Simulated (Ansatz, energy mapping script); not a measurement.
# MnSi: exchange couplings from total energies, part 2 of 2

How strongly do the moments of MnSi couple under PBE? The plan is to run several orders and fit a Heisenberg model.

PBE; plane waves, collinear spin, no spin–orbit coupling.

So far. Step 3 (Run 1 (parallel; cell A, 8 atoms)): The run ends ferromagnetic. Step 4 (Order 2: compensated ++−−, cell A of 8 atoms): The run ends ferromagnetic, not as typed: a moment turned or collapsed in the SCF or in the program's search for a lower state.

The database entry behind the starting cell differs from later determinations by our own check (0.1 to 0.3 % short, probably kX units), so it need not match the best structure at ambient conditions.

In doubt: warnings of the run leave room for a lower electronic state (steps 8, 9), so energies may not be the lowest and differences between runs may mislead.

### Step 6. Run 3 (uncompensated +++−; cell A, 8 atoms)

Reversing part of the moments probes the couplings between the two sets.

File input.yaml:

```yaml
crystal:
  lattice:
    - [4.548, 0.0, 0.0]
    - [0.0, 4.548, 0.0]
    - [0.0, 0.0, 4.548]
  atoms:
    - { symbol: Mn, position: [0.138, 0.138, 0.138], spin: 3.5 }
    - { symbol: Mn, position: [0.362, 0.862, 0.638], spin: 3.5 }
    - { symbol: Mn, position: [0.638, 0.362, 0.862], spin: 3.5 }
    - { symbol: Mn, position: [0.862, 0.638, 0.362], spin: -3.5 }
    - { symbol: Si, position: [0.846, 0.846, 0.846] }
    - { symbol: Si, position: [0.654, 0.154, 0.346] }
    - { symbol: Si, position: [0.346, 0.654, 0.154] }
    - { symbol: Si, position: [0.154, 0.346, 0.654] }
magnetization:
  spin_polarized: true
kpoints:
  mp_grid: { grid: [7, 7, 7] }
hamiltonian:
  xc: pbe
scf:
  occupations: { method: fermi_dirac, width: 0.1 }
output:
  eigenvalues: true
```

Run with:

```sh
ansatz run input.yaml --threads 4 --pin off --max-ram 14336MiB --backend cpu --events-out ev --progress --plain --runs-dir out
```

Numbers of over 12 decimals in the logs are rounded to 6 here.

Log:

```text
[...]
Crystal: 8 atoms, lattice volume = 94.072 Å³
Basis set: ecut = 420 eV, 1839 PW (Γ)
Bands: 54, of which v1, the nominal top of the filled ones, is band 38 counted from 1 (37 counted from 0)
Symmetry: 3 space group operations
[...]
k-points: 60 of 343 (time reversal used)
[...]
Starting moments: Σ|m| = 14 μB on 4 of 8 sites
[...]
k-point 0 ↑: bands = [... 34 lower, 13.8246, 15.3384, 15.3384, 15.3384, 15.4031, 15.4031, 16.4482, 16.4482, ... 12 higher]
  k-point 1 ↑: bands = [... 34 lower, 14.0476, 15.1526, 15.1669, 15.3668, 15.4089, 15.5926, 16.2244, 16.3972, ... 12 higher]
  k-point 2 ↑: bands = [... 34 lower, 14.1429, 14.8151, 15.0852, 15.2616, 15.4396, 15.6929, 16.0376, 16.2526, ... 12 higher]
  k-point 59 ↓: bands = [... 34 lower, 15.7502, 15.8145, 15.8923, 15.9107, 15.9896, 16.0100, 16.8569, 16.8786, ... 12 higher]
[key lines of the parts left out:]
SCF converged after 15 iterations
Magnetization: 3.8901 μB (39.9450 up, 36.0550 down)
Free energy (F): -18142.338693 eV
Fermi energy:    15.737691 eV
```

Wall time 25 s (4 threads of Arm Neoverse V2, shared host); peak memory 0.71 GiB.

The run ends ferromagnetic, not as typed: a moment turned or collapsed in the SCF or in the program's search for a lower state.

### Step 7. Run 4 (parallel; cell B, 16 atoms)

A new cell needs its own zero of energy.

File input.yaml:

```yaml
crystal:
  lattice:
    - [-4.548, 0.0, 0.0]
    - [0.0, 4.548, 4.548]
    - [0.0, 4.548, -4.548]
  atoms:
    - { symbol: Mn, position: [0.862, 0.138, 0.0], spin: 3.5 }
    - { symbol: Mn, position: [0.862, 0.638, 0.5], spin: 3.5 }
    - { symbol: Mn, position: [0.638, 0.75, 0.112], spin: 3.5 }
    - { symbol: Mn, position: [0.638, 0.25, 0.612], spin: 3.5 }
    - { symbol: Mn, position: [0.362, 0.612, 0.75], spin: 3.5 }
    - { symbol: Mn, position: [0.362, 0.112, 0.25], spin: 3.5 }
    - { symbol: Mn, position: [0.138, 0.5, 0.138], spin: 3.5 }
    - { symbol: Mn, position: [0.138, 0.0, 0.638], spin: 3.5 }
    - { symbol: Si, position: [0.154, 0.846, 0.0] }
    - { symbol: Si, position: [0.154, 0.346, 0.5] }
    - { symbol: Si, position: [0.346, 0.25, 0.904] }
    - { symbol: Si, position: [0.346, 0.75, 0.404] }
    - { symbol: Si, position: [0.654, 0.404, 0.25] }
    - { symbol: Si, position: [0.654, 0.904, 0.75] }
    - { symbol: Si, position: [0.846, 0.5, 0.846] }
    - { symbol: Si, position: [0.846, 0.0, 0.346] }
magnetization:
  spin_polarized: true
kpoints:
  mp_grid: { grid: [7, 5, 5] }
hamiltonian:
  xc: pbe
scf:
  occupations: { method: fermi_dirac, width: 0.1 }
output:
  eigenvalues: true
```

Log:

```text
[...]
Crystal: 16 atoms, lattice volume = 188.144 Å³
Basis set: ecut = 420 eV, 3691 PW (Γ)
Bands: 108, of which v1, the nominal top of the filled ones, is band 76 counted from 1 (75 counted from 0)
Symmetry: 8 space group operations
[...]
k-points: 36 of 175 (time reversal used)
[...]
Starting moments: Σ|m| = 28 μB on 8 of 16 sites
[...]
k-point 0 ↑: bands = [... 72 lower, 14.6865, 15.1426, 15.1426, 15.3386, 15.3390, 15.3390, 15.4035, 15.4038, ... 28 higher]
  k-point 1 ↑: bands = [... 72 lower, 14.7583, 15.1387, 15.1875, 15.2323, 15.2523, 15.3509, 15.3960, 15.5679, ... 28 higher]
  k-point 2 ↑: bands = [... 72 lower, 14.9393, 14.9685, 15.0262, 15.1773, 15.2802, 15.3570, 15.4845, 15.6395, ... 28 higher]
  k-point 35 ↓: bands = [... 72 lower, 15.5651, 15.5651, 15.5678, 15.6485, 16.2964, 16.2964, 16.3386, 16.3494, ... 28 higher]
[key lines of the parts left out:]
SCF converged after 12 iterations
Magnetization: 7.7703 μB (79.8851 up, 72.1149 down)
Free energy (F): -36284.677113 eV
Fermi energy:    15.736567 eV
```

Wall time 66 s (4 threads); peak memory 1.5 GiB; 4.3 min of CPU time.

The run ends ferromagnetic. For each magnetic atom its energy differs from the parallel run of the first cell by 0.03 meV, an error that one common reference would have brought in.

### Step 8. Run 5 (compensated +++−−−+−; cell B, 16 atoms)

Reversing part of the moments probes the couplings between the two sets.

input.yaml: that of step 7 with these lines changed.

```diff
@@ -9,7 +9,7 @@
     - { symbol: Mn, position: [0.638, 0.75, 0.112], spin: 3.5 }
-    - { symbol: Mn, position: [0.638, 0.25, 0.612], spin: 3.5 }
-    - { symbol: Mn, position: [0.362, 0.612, 0.75], spin: 3.5 }
-    - { symbol: Mn, position: [0.362, 0.112, 0.25], spin: 3.5 }
+    - { symbol: Mn, position: [0.638, 0.25, 0.612], spin: -3.5 }
+    - { symbol: Mn, position: [0.362, 0.612, 0.75], spin: -3.5 }
+    - { symbol: Mn, position: [0.362, 0.112, 0.25], spin: -3.5 }
     - { symbol: Mn, position: [0.138, 0.5, 0.138], spin: 3.5 }
-    - { symbol: Mn, position: [0.138, 0.0, 0.638], spin: 3.5 }
+    - { symbol: Mn, position: [0.138, 0.0, 0.638], spin: -3.5 }
     - { symbol: Si, position: [0.154, 0.846, 0.0] }
```

Log:

```text
[...]
Crystal: 16 atoms, lattice volume = 188.144 Å³
Basis set: ecut = 420 eV, 3691 PW (Γ)
Bands: 108, of which v1, the nominal top of the filled ones, is band 76 counted from 1 (75 counted from 0)
Symmetry: 1 space group operations
[...]
k-points: 88 of 175 (time reversal used)
[...]
Starting moments: Σ|m| = 28 μB on 8 of 16 sites
[...]
k-point 0 ↑: bands = [... 72 lower, 15.4652, 16.3135, 16.3135, 16.3706, 16.3707, 16.3709, 16.6917, 16.6920, ... 28 higher]
  k-point 1 ↑: bands = [... 72 lower, 15.6835, 16.2227, 16.2495, 16.3469, 16.3597, 16.4603, 16.6514, 16.6688, ... 28 higher]
  k-point 2 ↑: bands = [... 72 lower, 15.9678, 15.9911, 16.0647, 16.2967, 16.4707, 16.4879, 16.5889, 16.6117, ... 28 higher]
  k-point 87 ↓: bands = [... 72 lower, 14.8665, 14.8665, 14.9710, 14.9836, 15.0724, 15.0725, 15.3680, 15.4770, ... 28 higher]
[key lines of the parts left out:]
SCF converged after 14 iterations
Magnetization: -7.7702 μB (72.1149 up, 79.8851 down)
Free energy (F): -36284.677113 eV
Fermi energy:    15.736565 eV
```

Wall time 7.8 min (4 threads); peak memory 2.7 GiB.

The run ends ferromagnetic, not as typed: a moment turned or collapsed in the SCF or in the program's search for a lower state.

### Step 9. Run 6 (compensated +++−+−−−; cell B, 16 atoms)

Reversing part of the moments probes the couplings between the two sets.

input.yaml: that of step 8 with these lines changed.

```diff
@@ -10,5 +10,5 @@
     - { symbol: Mn, position: [0.638, 0.25, 0.612], spin: -3.5 }
-    - { symbol: Mn, position: [0.362, 0.612, 0.75], spin: -3.5 }
+    - { symbol: Mn, position: [0.362, 0.612, 0.75], spin: 3.5 }
     - { symbol: Mn, position: [0.362, 0.112, 0.25], spin: -3.5 }
-    - { symbol: Mn, position: [0.138, 0.5, 0.138], spin: 3.5 }
+    - { symbol: Mn, position: [0.138, 0.5, 0.138], spin: -3.5 }
     - { symbol: Mn, position: [0.138, 0.0, 0.638], spin: -3.5 }
```

Log:

```text
[...]
Crystal: 16 atoms, lattice volume = 188.144 Å³
Basis set: ecut = 420 eV, 3691 PW (Γ)
Bands: 108, of which v1, the nominal top of the filled ones, is band 76 counted from 1 (75 counted from 0)
Symmetry: 1 space group operations
[...]
k-points: 88 of 175 (time reversal used)
[...]
Starting moments: Σ|m| = 28 μB on 8 of 16 sites
[...]
k-point 0 ↑: bands = [... 72 lower, 15.4652, 16.3135, 16.3135, 16.3706, 16.3707, 16.3709, 16.6917, 16.6920, ... 28 higher]
  k-point 1 ↑: bands = [... 72 lower, 15.6835, 16.2227, 16.2495, 16.3469, 16.3597, 16.4603, 16.6514, 16.6688, ... 28 higher]
  k-point 2 ↑: bands = [... 72 lower, 15.9678, 15.9911, 16.0647, 16.2967, 16.4707, 16.4879, 16.5889, 16.6117, ... 28 higher]
  k-point 87 ↓: bands = [... 72 lower, 14.8665, 14.8665, 14.9710, 14.9836, 15.0724, 15.0725, 15.3680, 15.4770, ... 28 higher]
[key lines of the parts left out:]
SCF converged after 14 iterations
Magnetization: -7.7702 μB (72.1149 up, 79.8851 down)
Free energy (F): -36284.677113 eV
Fermi energy:    15.736565 eV
```

Wall time 8 min (4 threads); peak memory 2.7 GiB; 31 min of CPU time.

The run ends ferromagnetic, not as typed: a moment turned or collapsed in the SCF or in the program's search for a lower state.

### Step 10. Parallel start in cell C (16 atoms)

The parallel order again, as the reference for this cell.

This run holds the same structure in another cell (b 6.432 → 4.548 Å, c 6.432 → 9.096 Å).

File input.yaml:

```yaml
crystal:
  lattice:
    - [4.548, 0.0, 0.0]
    - [0.0, 4.548, 0.0]
    - [0.0, 0.0, 9.096]
  atoms:
    - { symbol: Mn, position: [0.138, 0.138, 0.069], spin: 3.5 }
    - { symbol: Mn, position: [0.138, 0.138, 0.569], spin: 3.5 }
    - { symbol: Mn, position: [0.362, 0.862, 0.319], spin: 3.5 }
    - { symbol: Mn, position: [0.362, 0.862, 0.819], spin: 3.5 }
    - { symbol: Mn, position: [0.638, 0.362, 0.431], spin: 3.5 }
    - { symbol: Mn, position: [0.638, 0.362, 0.931], spin: 3.5 }
    - { symbol: Mn, position: [0.862, 0.638, 0.181], spin: 3.5 }
    - { symbol: Mn, position: [0.862, 0.638, 0.681], spin: 3.5 }
    - { symbol: Si, position: [0.846, 0.846, 0.423] }
    - { symbol: Si, position: [0.846, 0.846, 0.923] }
    - { symbol: Si, position: [0.654, 0.154, 0.173] }
    - { symbol: Si, position: [0.654, 0.154, 0.673] }
    - { symbol: Si, position: [0.346, 0.654, 0.077] }
    - { symbol: Si, position: [0.346, 0.654, 0.577] }
    - { symbol: Si, position: [0.154, 0.346, 0.327] }
    - { symbol: Si, position: [0.154, 0.346, 0.827] }
magnetization:
  spin_polarized: true
kpoints:
  mp_grid: { grid: [7, 7, 4] }
hamiltonian:
  xc: pbe
scf:
  occupations: { method: fermi_dirac, width: 0.1 }
output:
  eigenvalues: true
```

Log:

```text
[...]
Crystal: 16 atoms, lattice volume = 188.144 Å³
Basis set: ecut = 420 eV, 3679 PW (Γ)
Bands: 108, of which v1, the nominal top of the filled ones, is band 76 counted from 1 (75 counted from 0)
Symmetry: 8 space group operations
[...]
k-points: 48 of 196 (time reversal used)
[...]
Starting moments: Σ|m| = 28 μB on 8 of 16 sites
[...]
k-point 0 ↑: bands = [... 72 lower, 15.1077, 15.3385, 15.3385, 15.3388, 15.4032, 15.4034, 15.5867, 15.5867, ... 28 higher]
  k-point 1 ↑: bands = [... 72 lower, 15.1825, 15.1898, 15.1915, 15.3766, 15.4078, 15.4879, 15.5635, 15.6681, ... 28 higher]
  k-point 2 ↑: bands = [... 72 lower, 15.0991, 15.0991, 15.2910, 15.2910, 15.4277, 15.4277, 15.6898, 15.6898, ... 28 higher]
  k-point 47 ↓: bands = [... 72 lower, 15.6567, 15.6567, 15.7814, 15.7814, 16.1410, 16.1410, 16.2171, 16.2171, ... 28 higher]
[key lines of the parts left out:]
SCF converged after 12 iterations
Magnetization: 7.7749 μB (79.8875 up, 72.1125 down)
Free energy (F): -36284.677651 eV
Fermi energy:    15.737021 eV
```

The job ended after 81 s (4 threads; peak memory 1.7 GiB; 5.3 min of CPU time).

The run ends ferromagnetic. For each magnetic atom its energy differs from the parallel run of the first cell by -0.08 meV, an error that one common reference would have brought in.

### Step 11. Order 8: compensated +++−−+−−, cell C of 16 atoms

Reversing part of the moments probes the couplings between the two sets.

input.yaml: that of step 10 with these lines changed.

```diff
@@ -9,7 +9,7 @@
     - { symbol: Mn, position: [0.362, 0.862, 0.319], spin: 3.5 }
-    - { symbol: Mn, position: [0.362, 0.862, 0.819], spin: 3.5 }
-    - { symbol: Mn, position: [0.638, 0.362, 0.431], spin: 3.5 }
+    - { symbol: Mn, position: [0.362, 0.862, 0.819], spin: -3.5 }
+    - { symbol: Mn, position: [0.638, 0.362, 0.431], spin: -3.5 }
     - { symbol: Mn, position: [0.638, 0.362, 0.931], spin: 3.5 }
-    - { symbol: Mn, position: [0.862, 0.638, 0.181], spin: 3.5 }
-    - { symbol: Mn, position: [0.862, 0.638, 0.681], spin: 3.5 }
+    - { symbol: Mn, position: [0.862, 0.638, 0.181], spin: -3.5 }
+    - { symbol: Mn, position: [0.862, 0.638, 0.681], spin: -3.5 }
     - { symbol: Si, position: [0.846, 0.846, 0.423] }
```

Log:

```text
Engine: ansatz 0.2.0, aarch64-unknown-linux-gnu
Pseudopotentials: kind: paw
Pseudopotential: Mn, paw, valence charge 15, recommended cutoff 420 eV (normal), Mn.paw.azcp
Pseudopotential: Si, paw, valence charge 4, recommended cutoff 420 eV (normal), Si.paw.azcp
Functional definition: PBE
  parameter kappa = 0.804
  parameter beta = 0.066725
  exchange = pbe_x(kappa = kappa, mu = beta*pi^2/3)
  correlation = pbe_c(beta = beta)
Crystal: 16 atoms, lattice volume = 188.144 Å³
Basis set: ecut = 420 eV, 3679 PW (Γ)
[...]
point 9 (-, 1.0e-1 eV away): F - F(close) = -8.571e-4 eV
  point 10 (-, 4.1e-1 eV away): F - F(close) = -2.711e-3 eV
  point 11 (-, 1.6e0 eV away): F - F(close) = -2.866e-3 eV
  point 12 (-, 6.6e0 eV away): F - F(close) = +3.917e-2 eV
[...]
Starting moments: Σ|m| = 28 μB on 8 of 16 sites; this step starts from the density that it was given
[...]
spin=Collinear: Kerker preconditioning applied to the charge; magnetization (m = ρ↑ − ρ↓) channel mixes plain (no charge-response kernel on spin).
[...]
SCF 2 converged in 35 iterations: F = -36284.498485 eV  dr2 = 3.46e-8
[...]
```

The job ended after 27 min (4 threads; peak memory 4.1 GiB).

The run was stopped unfinished when the time set aside for it ran out, so what it printed is not taken as a result.

### Step 12. From energies to couplings

Each energy difference is a sum of couplings weighted by the pairs that the order reverses. A few near shells are fitted to the differences by least squares. Energies are those extrapolated to zero occupation width, not the free energies F.

The orders that converged (zero: parallel moments in the same cell):

| order | atoms | energy (meV a magnetic atom) | moments (μB) | moments kept as typed |
| --- | --- | --- | --- | --- |
| parallel in cell A | 8 | 0.00 | 0.99 | yes |
| compensated ++−− in cell A (typed; ended ferromagnetic) | 8 | 0.00 | 0.99 | no |
| uncompensated +++− in cell A (typed; ended ferromagnetic) | 8 | 0.00 | 0.99 | no |
| parallel in cell B | 16 | 0.00 | 0.99 | yes |
| compensated +++−−−+− in cell B (typed; ended ferromagnetic) | 16 | 0.00 | 0.99 | no |
| compensated +++−+−−− in cell B (typed; ended ferromagnetic) | 16 | 0.00 | 0.99 | no |
| parallel in cell C | 16 | 0.00 | 0.99 | yes |

No pair of orders in one cell converged with its signs kept, so no coupling can be fitted.

### Step 13. What came out

```yaml
couplings: not obtained
```

**Reading.** No pair of a parallel and an opposed order came out as typed: 1 of 8 runs did not finish, and those that did end ferromagnetic. That shows what these starts end on, not which order is the ground state.

[Logs and program files are shortened in this print: banners, set-up blocks, solver, clock and traceback lines can be left out without a mark of their own.]

[Logs are printed without paths, hosts, clocks, repeated set-up lines and the standing remarks that a program may print on its own settings, such as how far it seeks lower states.]

[Hosts, paths, dates, database ids (printed as entryN), source tags and the programs' standing remarks are cut or masked in the printed files.]

[Where a cell is said to come from a database of computed structures, the database is the Materials Project.]
